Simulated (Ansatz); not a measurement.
**1T-PbF2 monolayer in a perpendicular field**

Wanted: the out-of-plane response of the 1T-PbF2 monolayer. A positive field points along +c.

Program: Ansatz 0.2.0. Level of theory: plane-wave DFT, PBE-D3(BJ), Ansatz PAW (set soft_1); PAW set soft_1. Results are calculated unless marked as measured.

## 1. Starting point

The cell holds 3 atoms: 2 F and 1 Pb. Its edges and angles: a = 2.749 Å, b = 2.749 Å, c = 35.757 Å, α = 90.0°, β = 90.0°, γ = 120.0°. Vacuum lies along c.

## 2. Relaxing the slab

The starting cell is a guess, so the in-plane lattice and the atoms are relaxed first, with the slab cut off from its images along the normal.

input.yaml

```yaml
crystal:
  lattice:
    - [2.749142, 0.0, 0.0]
    - [-1.374571, 2.3808268106, 0.0]
    - [0.0, 0.0, 35.7573446258]
  atoms:
    - { symbol: F, position: [0.6666666667, 0.3333333333, 0.4670369172] }
    - { symbol: Pb, position: [0.0, 0.0, 0.5] }
    - { symbol: F, position: [0.3333333333, 0.6666666667, 0.5329630828] }
  periodic: [true, true, false]
kpoints:
  mp_grid: { grid: [12, 12, 1] }
hamiltonian:
  xc: pbe
  dispersion: d3bj
  pseudopotentials: { kind: paw, azcp: { folder: soft_1 } }
scf:
  occupations: { method: fermi_dirac, width: 0.05 }
  convergence: { dr2_threshold: 1.0e-09 }
relax:
  f_tol: 0.004
  max_steps: 90
  cell: {}
output:
  write_potential: true
  write_density: true
  volumetric_format: npy
```

The run is started by

```console
$ ansatz run input.yaml --threads 2 --pin off --max-ram 3072MiB --backend cpu --events-out ev --progress --plain --runs-dir out
```

Numbers of over 12 decimals in the logs are rounded to 6 here.

The log of the run:

```text
Warning: relax.cell: scf.convergence.dr2_threshold = 1e-9 eV is looser than the 1.96458551529e-10 eV advised for a relaxation that steers and ends on the stress (1e-10 eV for each atom of the cell: 3, times the square of relax.cell.stress_2d_tol = 0.05 N/m over 12.4 Å (the atoms' height at the walk's start and 5 Å past either face), 4.046e-2 GPa, over a crystal's default 0.05). What an SCF threshold leaves in a stress goes as its square root, and in the free energy as the threshold itself, and one threshold admits the most on a small cell: [figures from the program's tests cut] Set scf.convergence.dr2_threshold to 1.96458551529e-10 eV or tighter. [rest of the remark cut]
Engine: ansatz 0.2.0, aarch64-unknown-linux-gnu
Pseudopotentials: kind: paw
Pseudopotential: F, paw, valence charge 7, recommended cutoff 420 eV (normal), soft_1/F.paw.azcp
Pseudopotential: Pb, paw, valence charge 14, recommended cutoff 420 eV (normal), soft_1/Pb.paw.azcp
Functional definition: PBE
  parameter kappa = 0.804
  parameter beta = 0.066725
  exchange = pbe_x(kappa = kappa, mu = beta*pi^2/3)
  correlation = pbe_c(beta = beta)
Crystal: 3 atoms, lattice volume = 234.040 Å³
Basis set: ecut = 420 eV, 4577 PW (Γ), exchange–correlation on 40×40×480 points (8 copies of the dense FFT grid, shifted against one another)
Bands: 18, of which v1, the nominal top of the filled ones, is band 14 counted from 1 (13 counted from 0)
Symmetry: 12 space group operations
Space group: P-3m1 (ITA 164), of the structure as read, at distance tolerance 6.2e-5 Å
k-points: 19 of 144
Non-local potential: F, projectors of the file, l = 0: 2, l = 1: 2, l = 2: 1
Non-local potential: Pb, projectors of the file, l = 0: 2, l = 1: 2, l = 2: 2, l = 3: 1
PAW form: soft (Blöchl's): semilocal exchange-correlation on the pseudo side does not see the compensation charge
PAW one-centre angular grid: F, 110 points (default); XC on 64 Gauss nodes
PAW one-centre angular grid: Pb, 590 points (default); XC on 64 Gauss nodes
Initial density: superposition of atomic densities (neutral atoms: chi_scale 0, normalization atom)
Initial wavefunctions: pseudopotential atomic-orbital guess
Functional: x = pbe(κ = 0.804, μ = 0.219515), c = pbe(β = 0.066725)
SCF iter   1: F=—  HF=-13516.998617 eV  |F-HF|=—  |Δ(HF+E_count)|=         —  Δρ=5.93e-2  dr2=5.57e0  ethr=3.10e-3  ⟨swp⟩=19.3  Hψ=4481  notcnv=0
preconditioner: auto → LDOS  [insulator: Δε(μ)=0.302 eV  Ē_g=21.571 eV  σ=0.050 eV  W_gap=0.91  n_scr=20 (ndim 8)  ℏωp=12.8 eV  f_vac=0.840  D(μ)=0.06/eV (n_scr^D=2)  ε∞_Penn≈1.4  β→1.0]
SCF iter   2: F=—  HF=-13517.485024 eV  |F-HF|=—  |Δ(HF+E_count)|=   4.86e-1  Δρ=8.06e-2  dr2=1.12e1  ethr=3.10e-3  ⟨swp⟩=14.5  Hψ=6148  notcnv=0  defer=6
automatic band count: the SCF goes on with 22 bands, as 18 were too few: the levels above may hold too much charge
SCF iter   3: F=—  HF=-13515.105037 eV  |F-HF|=—  |Δ(HF+E_count)|=    2.38e0  Δρ=1.25e-2  dr2=1.37e-1  ethr=3.10e-3  ⟨swp⟩=5.7  Hψ=1592  notcnv=0  defer=39
SCF iter   4: F=—  HF=-13515.072110 eV  |F-HF|=—  |Δ(HF+E_count)|=   3.29e-2  Δρ=1.10e-3  dr2=9.85e-3  ethr=4.91e-4  ⟨swp⟩=6.1  Hψ=1757  notcnv=0  defer=40
SCF iter   5: F=—  HF=-13515.072778 eV  |F-HF|=—  |Δ(HF+E_count)|=   6.68e-4  Δρ=5.47e-4  dr2=8.08e-3  ethr=3.52e-5  ⟨swp⟩=4.4  Hψ=1090  notcnv=0  defer=41
SCF iter   6: F=—  HF=-13515.070998 eV  |F-HF|=—  |Δ(HF+E_count)|=   1.78e-3  Δρ=4.67e-4  dr2=5.92e-3  ethr=2.89e-5  ⟨swp⟩=3.3  Hψ=486  notcnv=0  defer=42
SCF iter   7: F=—  HF=-13515.069287 eV  |F-HF|=—  |Δ(HF+E_count)|=   1.71e-3  Δρ=3.84e-4  dr2=3.80e-3  ethr=2.11e-5  ⟨swp⟩=3.8  Hψ=571  notcnv=0  defer=43
SCF iter   8: F=—  HF=-13515.066506 eV  |F-HF|=—  |Δ(HF+E_count)|=   2.78e-3  Δρ=1.15e-4  dr2=4.00e-5  ethr=1.36e-5  ⟨swp⟩=6.7  Hψ=1109  notcnv=0  defer=47
SCF iter   9: F=—  HF=-13515.066583 eV  |F-HF|=—  |Δ(HF+E_count)|=   7.61e-5  Δρ=1.20e-4  dr2=1.75e-4  ethr=1.43e-7  ⟨swp⟩=5.2  Hψ=1389  notcnv=0  defer=42
SCF iter  10: F=—  HF=-13515.066619 eV  |F-HF|=—  |Δ(HF+E_count)|=   3.66e-5  Δρ=9.63e-6  dr2=1.53e-6  ethr=1.43e-7  ⟨swp⟩=5.6  Hψ=1162  notcnv=0  defer=39
SCF iter  11: F=—  HF=-13515.066659 eV  |F-HF|=—  |Δ(HF+E_count)|=   3.98e-5  Δρ=4.08e-6  dr2=2.57e-8  ethr=5.46e-9  ⟨swp⟩=3.6  Hψ=1017  notcnv=0  defer=38
SCF iter  12: F=-13515.066659 eV  HF=-13515.066659 eV  |F-HF|=8.92e-9  |Δ(HF+E_count)|=   4.44e-8  Δρ=5.87e-7  dr2=3.39e-10  ethr=3.57e-12  ⟨swp⟩=13.9  Hψ=4188  notcnv=0
SCF 1 converged in 12 iterations: F = -13515.066659 eV  dr2 = 3.39e-10
  greatest PAW one-centre occupation: 0.994 electrons in one spin orbital (limit 2), on the Pb atom at site 1 (counted from 0), in its partial waves of l = 2
relax step   1: F+E_penalty+E_count = -13515.06665894 eV  Δ(F+E_penalty+E_count) = +0.000e0 eV  max|allowed force component| = 1.521e1 eV/Å  Δτ_max = 0.0000 Å  P = +103.029 N/m  Ω = 234.040 Å³  fix = [c, alpha, beta]  reactions: c +0.000 N/m  (12 SCF iters, accepted)
Crystal: 3 atoms, lattice volume = 242.766 Å³
Basis set: ecut = 420 eV, 4799 PW (Γ), exchange–correlation on 40×40×480 points (8 copies of the dense FFT grid, shifted against one another)
Bands: 22, of which v1, the nominal top of the filled ones, is band 14 counted from 1 (13 counted from 0)
Initial density: handed on by an earlier stage of this run
Initial wavefunctions: those handed on with the density
iter 1 solved again at ethr=2.15e-3 eV; its pass at ethr=3.10e-3 eV (dr2=6.02e-1 eV) is discarded
SCF iter   1: F=—  HF=-13520.879137 eV  |F-HF|=—  |Δ(HF+E_count)|=         —  Δρ=1.48e-2  dr2=6.03e-1  ethr=2.15e-3  ⟨swp⟩=1.6  Hψ=4165  notcnv=0
preconditioner: auto → Resta (q_TF=auto, 1.904 Å⁻¹)  ε∞=1.4  [insulator: Δε(μ)=0.423 eV  Ē_g=20.315 eV  σ=0.050 eV  W_gap=0.97  n_scr=20 (ndim 8)  ℏωp=12.6 eV  f_vac=0.842  D(μ)=0.02/eV (n_scr^D=0)  ε∞_Penn≈1.4  vacuum switching on, ρ_ref=3.0e-2 e/Å³]
SCF iter   2: F=—  HF=-13520.642289 eV  |F-HF|=—  |Δ(HF+E_count)|=   2.37e-1  Δρ=5.47e-3  dr2=3.87e-2  ethr=2.15e-3  ⟨swp⟩=4.9  Hψ=1283  notcnv=0  defer=17
preconditioner: auto → LDOS  [insulator: Δε(μ)=0.268 eV  Ē_g=21.057 eV  σ=0.050 eV  W_gap=0.87  n_scr=20 (ndim 8)  ℏωp=12.6 eV  f_vac=0.842  D(μ)=0.08/eV (n_scr^D=2)  ε∞_Penn≈1.4  β→1.0]
SCF iter   3: F=—  HF=-13520.637996 eV  |F-HF|=—  |Δ(HF+E_count)|=   4.29e-3  Δρ=2.57e-3  dr2=7.96e-3  ethr=1.38e-4  ⟨swp⟩=4.8  Hψ=1332  notcnv=0  defer=38
SCF iter   4: F=—  HF=-13520.635394 eV  |F-HF|=—  |Δ(HF+E_count)|=   2.60e-3  Δρ=5.49e-4  dr2=3.60e-4  ethr=2.84e-5  ⟨swp⟩=3.9  Hψ=1023  notcnv=0  defer=36
[...]
relax step  16: F+E_penalty+E_count = -13526.68025012 eV  Δ(F+E_penalty+E_count) = +7.790e-5 eV  max|allowed force component| = 2.272e-4 eV/Å  Δτ_max = 0.0033 Å  P = +0.002 N/m  Ω = 442.122 Å³  energy of the carried Pulay correction = -4.944e-2 eV  fix = [c, alpha, beta]  reactions: c +0.000 N/m  (6 SCF iters, accepted)
relax step  17: F+E_penalty+E_count = -13526.85708477 eV  Δ(F+E_penalty+E_count) = -1.768e-1 eV  max|allowed force component| = 7.327e-3 eV/Å  Δτ_max = 0.0000 Å  P = +2.312 N/m  Ω = 442.122 Å³  fix = [c, alpha, beta]  reactions: c +0.000 N/m  stress off target by 2.31e0 N/m on what of the cell is left free  SCF on the basis re-selected at this cell (its energy is not comparable with the rows above)  (7 SCF iters)
relax step  18: F+E_penalty+E_count = -13526.91725227 eV  Δ(F+E_penalty+E_count) = -6.017e-2 eV  max|allowed force component| = 3.609e-3 eV/Å  Δτ_max = 0.0711 Å  P = +1.073 N/m  Ω = 464.719 Å³  energy of the carried Pulay correction = -5.646e-3 eV  fix = [c, alpha, beta]  reactions: c +0.000 N/m  (8 SCF iters, accepted)
relax step  19: F+E_penalty+E_count = -13526.92780703 eV  Δ(F+E_penalty+E_count) = -1.055e-2 eV  max|allowed force component| = 2.183e-3 eV/Å  Δτ_max = 0.0645 Å  P = -0.037 N/m  Ω = 485.722 Å³  energy of the carried Pulay correction = -1.375e-2 eV  fix = [c, alpha, beta]  reactions: c -0.000 N/m  (8 SCF iters, accepted)
relax step  20: F+E_penalty+E_count = -13526.94544099 eV  Δ(F+E_penalty+E_count) = -1.763e-2 eV  max|allowed force component| = 3.594e-3 eV/Å  Δτ_max = 0.0000 Å  P = +0.101 N/m  Ω = 485.722 Å³  fix = [c, alpha, beta]  reactions: c +0.000 N/m  stress off target by 1.01e-1 N/m on what of the cell is left free  SCF on the basis re-selected at this cell (its energy is not comparable with the rows above)  (6 SCF iters)
relax step  21: F+E_penalty+E_count = -13526.94527370 eV  Δ(F+E_penalty+E_count) = +1.673e-4 eV  max|allowed force component| = 1.046e-3 eV/Å  Δτ_max = 0.0046 Å  P = +0.009 N/m  Ω = 487.462 Å³  energy of the carried Pulay correction = -3.135e-4 eV  fix = [c, alpha, beta]  reactions: c +0.000 N/m  (6 SCF iters, accepted)
iter 1 solved again at ethr=1.74e-8 eV; its pass at ethr=3.10e-3 eV (dr2=4.88e-6 eV) is discarded
SCF iter   1: F=—  HF=-13526.945524 eV  |F-HF|=—  |Δ(HF+E_count)|=         —  Δρ=9.02e-6  dr2=5.48e-8  ethr=1.74e-8  ⟨swp⟩=6.3  Hψ=5007  notcnv=0
preconditioner: auto → Resta (q_TF=auto, 1.695 Å⁻¹)  ε∞=1.3  [insulator: Δε(μ)=3.461 eV  Ē_g=17.289 eV  σ=0.050 eV  W_gap=1.00  n_scr=18 (ndim 8)  ℏωp=8.9 eV  f_vac=0.862  D(μ)=0.00/eV (n_scr^D=0)  ε∞_Penn≈1.3  vacuum switching on, ρ_ref=2.2e-2 e/Å³]
SCF iter   2: F=—  HF=-13526.945580 eV  |F-HF|=—  |Δ(HF+E_count)|=   5.61e-5  Δρ=3.97e-6  dr2=2.59e-8  ethr=1.96e-10  ⟨swp⟩=3.2  Hψ=815  notcnv=0
SCF iter   3: F=—  HF=-13526.945589 eV  |F-HF|=—  |Δ(HF+E_count)|=   8.37e-6  Δρ=2.38e-6  dr2=6.07e-9  ethr=9.25e-11  ⟨swp⟩=2.4  Hψ=615  notcnv=0
iter 4 met the thresholds in force, and the SCF goes on: an eigenvalue changes by 3.94 meV, over its tolerance of 1.02 meV (output.eigenvalues, Limitations)
SCF iter   4: F=-13526.945594 eV  HF=-13526.945593 eV  |F-HF|=2.23e-7  |Δ(HF+E_count)|=   4.75e-6  Δρ=2.20e-7  dr2=8.03e-11  ethr=3.57e-12  ⟨swp⟩=17.7  Hψ=3971  notcnv=0
iter 5 met the thresholds in force, and the SCF goes on: an eigenvalue changes by 1.18 meV, over its tolerance of 1.01 meV (output.eigenvalues, Limitations)
SCF iter   5: F=-13526.945594 eV  HF=-13526.945594 eV  |F-HF|=2.48e-9  |Δ(HF+E_count)|=   2.20e-7  Δρ=7.50e-8  dr2=1.22e-11  ethr=1.00e-12  ⟨swp⟩=11.1  Hψ=2844  notcnv=0
Mixer restart at iter 5: flushing history
SCF iter   6: F=-13526.945594 eV  HF=-13526.945594 eV  |F-HF|=2.18e-11  |Δ(HF+E_count)|=   2.46e-9  Δρ=1.36e-7  dr2=5.99e-11  ethr=1.00e-12  ⟨swp⟩=6.8  Hψ=2294  notcnv=0
SCF 22 converged in 6 iterations: F = -13526.945594 eV  dr2 = 5.99e-11
relax step  22: F+E_penalty+E_count = -13526.94559358 eV  Δ(F+E_penalty+E_count) = -3.199e-4 eV  max|allowed force component| = 1.085e-3 eV/Å  Δτ_max = 0.0000 Å  P = +0.011 N/m  Ω = 487.462 Å³  fix = [c, alpha, beta]  reactions: c +0.000 N/m  stress off target by 1.15e-2 N/m on what of the cell is left free  SCF on the basis re-selected at this cell (its energy is not comparable with the rows above)  (6 SCF iters)
basis re-selected at this cell: Δ(F+E_penalty+E_count) = -3.199e-4 eV, ΔP = +0.002 N/m vs the last step (what re-selecting the basis moved, of the pressure what is left beyond the Pulay correction that the steps carried, after the strain that the cell walked since its last selection, with what the two solves' SCF thresholds leave and, on support functions, any second-order correction that the steps lacked; it is no m [...]
WARN: The output density's exchange-correlation potential varies sharply where the density is thin. Do not read a vacuum level from v_tot or v_xc, or from such a field of the output density. On a cell that repeats whose density bears no net charge and no dipole along the vacuum's axis use v_es (v_loc + v_h of the components); under efield.dipole_correction with no amplitude use v_es + v_field, which holds any externa [...]
SCF converged after 6 iterations
an eigenvalue changed by more than its tolerance at an iteration that met the thresholds in force, so the SCF went on 2 times, its first undamped step at iteration 5: the last check found none over its tolerance
Free energy (F): -13526.945594 eV
Harris-Foulkes:  -13526.945594 eV  (|F-HF|=2.18e-11)
Internal energy: -13526.945594 eV  (E = F + TS)
E sigma→0 (E₀):  -13526.945594 eV
Fermi energy:    -5.225680 eV
--- Per-component energies (eV) ---
  E_band       = -463.574362
  E_kinetic    = 684.396582
  E_local      = -43704.287160  (includes V_loc(G=0)·N_el)
  E_nonlocal   = 478.949750
  E_hartree    = 21410.199479
  E_xc         = -361.128043
  E_vxc        = -336.534863  (∫ρ·V_xc dr)
  E_paw        = -10797.663587  (= ΣΔE_a)
  E_vpaw       = -406.498718  (= ΣTr[D̂ρ^β])
  E_aug_tail   = 0.001362  (compensation charges beyond the density's cutoff)
  E_ewald      = 18762.807710
  E_disp       = -0.221688  (pairwise vdW)
  E_smearing   = -0.000000  (= −TS)
  E_closure    = 0.000000  (closes the sum)
  Σ components = -13526.945594   (vs F -13526.945594, Δ=0.00e0)
--- Forces (eV/Å), atoms counted from 1 ---
  atom   1  F      0.00000000     0.00000000    -0.00108451
  atom   2  Pb     0.00000000    -0.00000000     0.00000000
  atom   3  F     -0.00000000    -0.00000000     0.00108451
  max |Σ_I F_I| component: 1.39e-17 eV/Å
--- 2D stress c σ (N/m, compression-positive) ---
        0.011486       0.000000      -0.000000
        0.000000       0.011486       0.000000
       -0.000000       0.000000       0.000000
  P = ½ c Tr σ = 0.0115 N/m
--- Band table (eV; the first three rows and the last of 19) ---
  k-point 0: bands = [... 10 lower, -9.1827, -9.1827, -8.8515, -8.3872, -3.5370, -0.4120 (-0.4121°), -0.0371 (-0.0521°), 0.2228, ... 4 higher]
  k-point 1: bands = [... 10 lower, -9.1651, -9.1183, -8.8202, -8.2982, -3.4346, -0.4298 (-0.4299°), 0.0501 (0.0354°), 0.2293, ... 4 higher]
  k-point 2: bands = [... 10 lower, -9.1332, -9.0353, -8.7764, -8.0600, -3.1570, -0.7273 (-0.7273°), 0.2151 (0.2123°), 0.3102 (0.2966°), ... 4 higher]
  k-point 18: bands = [... 10 lower, -9.5367, -8.7285, -8.7285, -6.9982, -1.4928, -0.8629, -0.8629, 2.9834 (2.9834°), ... 4 higher]
  ° read free of the cell's end (the report's vacuum.weakly_bound_levels)
--- Relaxed structure (18 steps of the walk, 18 accepted, 4 SCFs on fresh bases) ---
  F+E_penalty+E_count = -13526.94559358 eV   max|allowed force component| = 1.085e-3 eV/Å   (the final SCF, on the basis selected at the relaxed cell)
  cell:  # Å, volume = 487.4616 Å³
    - [3.967549, 0.0, 0]
    - [-1.983774, 3.435998, 0]
    - [0, 0, 35.7573446258]
  atoms:
    - { symbol: F, position: [0.666667, 0.333333, 0.471870] }
    - { symbol: Pb, position: [0, 0, 0.5] }
    - { symbol: F, position: [0.333333, 0.666667, 0.528130] }
```

The job ended after 87 s (2 threads of Arm Neoverse V1, shared host; peak memory 0.68 GiB).

Relaxation path:

```tsv
step	energy less that of the first step (eV)	largest force component (eV/Å)	volume (Å³)
1	0.0000	15.2084	234.04
2	-5.5688	7.3375	242.77
3	-8.4333	2.8610	266.52
4	-9.5804	1.0899	291.41
5	-10.1161	0.2375	318.00
6	-10.2431	0.0450	344.46
7	-10.2461	0.0058	341.21
8	-10.2460	0.0039	341.51
9*	-10.8457	0.0145	341.51
10	-11.2271	0.0170	370.36
11	-11.4808	0.1058	399.70
12	-11.6055	0.0717	430.08
13	-11.6126	0.0024	443.83
14	-11.6135	0.0142	442.13
15	-11.6137	0.0122	441.87
16	-11.6136	0.0002	442.12
17*	-11.7904	0.0073	442.12
18	-11.8506	0.0036	464.72
19	-11.8611	0.0022	485.72
20*	-11.8788	0.0036	485.72
21	-11.8786	0.0010	487.46
22*	-11.8789	0.0011	487.46
```

Relaxation steps marked * repeat the geometry before them on a plane-wave basis chosen anew for their cell, so energy and pressure can jump there.

Forces are held to the 12 operations that the run works with; a distortion that breaks them can't arise in this run.

```tsv
cell as run	before	after	change
a (Å)	2.749	3.968	+44.3 %
b (Å)	2.749	3.968	+44.3 %
```

The atoms that moved most (Å, along periodic axes as changes of fractional coordinates times the final cell, across vacuum about the mean position):

```tsv
atom	dx	dy	dz	length
F1	0.000	0.000	0.173	0.173
F3	0.000	0.000	-0.173	0.173
```

Final coordinates:

```cif
data_structure
_symmetry_space_group_name_H-M 'P 1'
_symmetry_Int_Tables_number 1
_cell_length_a 3.9675
_cell_length_b 3.9675
_cell_length_c 35.7573
_cell_angle_alpha 90.000
_cell_angle_beta 90.000
_cell_angle_gamma 120.000
_cell_volume 487.46
loop_
_atom_site_label
_atom_site_type_symbol
_atom_site_fract_x
_atom_site_fract_y
_atom_site_fract_z
_atom_site_occupancy
F1 F 0.66667 0.33333 0.47187 1
Pb2 Pb 0.00000 0.00000 0.50000 1
F3 F 0.33333 0.66667 0.52813 1
```

This step gave:

```yaml
gap_on_the_k_mesh: 3.461 eV
```

The lattice constant a goes from 2.749 to 3.968 Å.

[end of part 1 of 2]

[Logs are printed without paths, hosts, clocks, repeated set-up lines and the standing remarks that a program may print on its own settings, such as how far it seeks lower states.]

[Hosts, paths, dates, database ids (printed as entryN), source tags and the programs' standing remarks are cut or masked in the printed files.]

[Maps of the electrostatic potential energy from Ansatz leave out the sawtooth potential of an applied field or a dipole correction, so their vacuum need not be flat; planar profiles and work functions include it.]
